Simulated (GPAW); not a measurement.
The C K edge of atom 1 in C (Diamond, Fd-3m), with 4 C at 1.54 Å (tetrahedral, site symmetry -43m), was computed in 2 ways: full core hole (charged cell) and no core hole. Program and functional: GPAW, LDA, Gaussian full width 0.9 eV up to 4 eV, rising linearly to 3.5 eV at 25 eV; cells of 2 and 16 atoms (the run without a hole in the smaller).

Each run is counted from its own lowest empty level or Fermi level and scaled to a mean of 1 over its first 20 eV.

```csv
E (eV),run 1,run 2
-2.0,0.00,0.00
-1.5,0.00,0.00
-1.0,0.00,0.00
-0.5,0.07,0.01
0.0,0.44,0.04
0.5,1.25,0.12
1.0,1.89,0.26
1.5,1.73,0.43
2.0,1.78,0.58
2.5,2.22,0.75
3.0,2.59,0.86
3.5,2.18,1.06
4.0,1.74,1.49
4.5,1.69,1.51
5.0,1.35,1.53
5.5,0.92,1.24
6.0,0.93,0.98
6.5,1.03,1.10
7.0,0.88,1.24
7.5,0.76,1.18
8.0,0.82,1.10
8.5,0.94,1.26
9.0,1.05,1.56
9.5,1.10,1.72
10.0,1.02,1.72
10.5,0.79,1.64
11.0,0.51,1.45
11.5,0.27,1.09
12.0,0.14,0.69
12.5,0.12,0.41
13.0,0.18,0.29
13.5,0.28,0.30
14.0,0.41,0.39
14.5,0.55,0.51
15.0,0.68,0.67
15.5,0.81,0.84
16.0,0.91,1.00
16.5,0.95,1.14
17.0,0.93,1.23
17.5,0.85,1.28
18.0,0.75,1.29
18.5,0.64,1.26
19.0,0.54,1.19
19.5,0.44,1.07
20.0,0.35,0.93
```

Q: Which run is which?

Run 1: full core hole (charged cell) (area from −2 to 6 eV 10.1, main maxima 1.1 eV (1.91), 3.0 eV (2.59), 6.5 eV (1.03) and 9.5 eV (1.10)). Run 2: no core hole (area from −2 to 6 eV 5.2, main maxima 4.2 eV (1.54), 4.9 eV (1.53), 9.7 eV (1.73) and 17.9 eV (1.29)). With each curve scaled to its own mean, the area from −2 to 6 eV with the hole is 10.1 against 5.2, and the centre of weight from −1 to 20 eV moves by -2.9 eV: the hole pulls the absorber's empty states down.

[Banner, clock and machine lines of the logs are left out without a mark of their own.]

[Logs are printed without paths, hosts, clocks, repeated set-up lines and the standing remarks that a program may print on its own settings, such as how far it seeks lower states.]

[Hosts, paths, dates, database ids (printed as entryN), source tags and the programs' standing remarks are cut or masked in the printed files.]

[Lists of maxima count a maximum above −3 eV only where it reaches 4 % of the highest in the window and stands out from its surroundings by 2 % of it (1.5 % where it reaches 55 %); shoulders and weaker maxima are passed over, and of the rest the first, up to two pre-edge ones and the few strongest are named.]
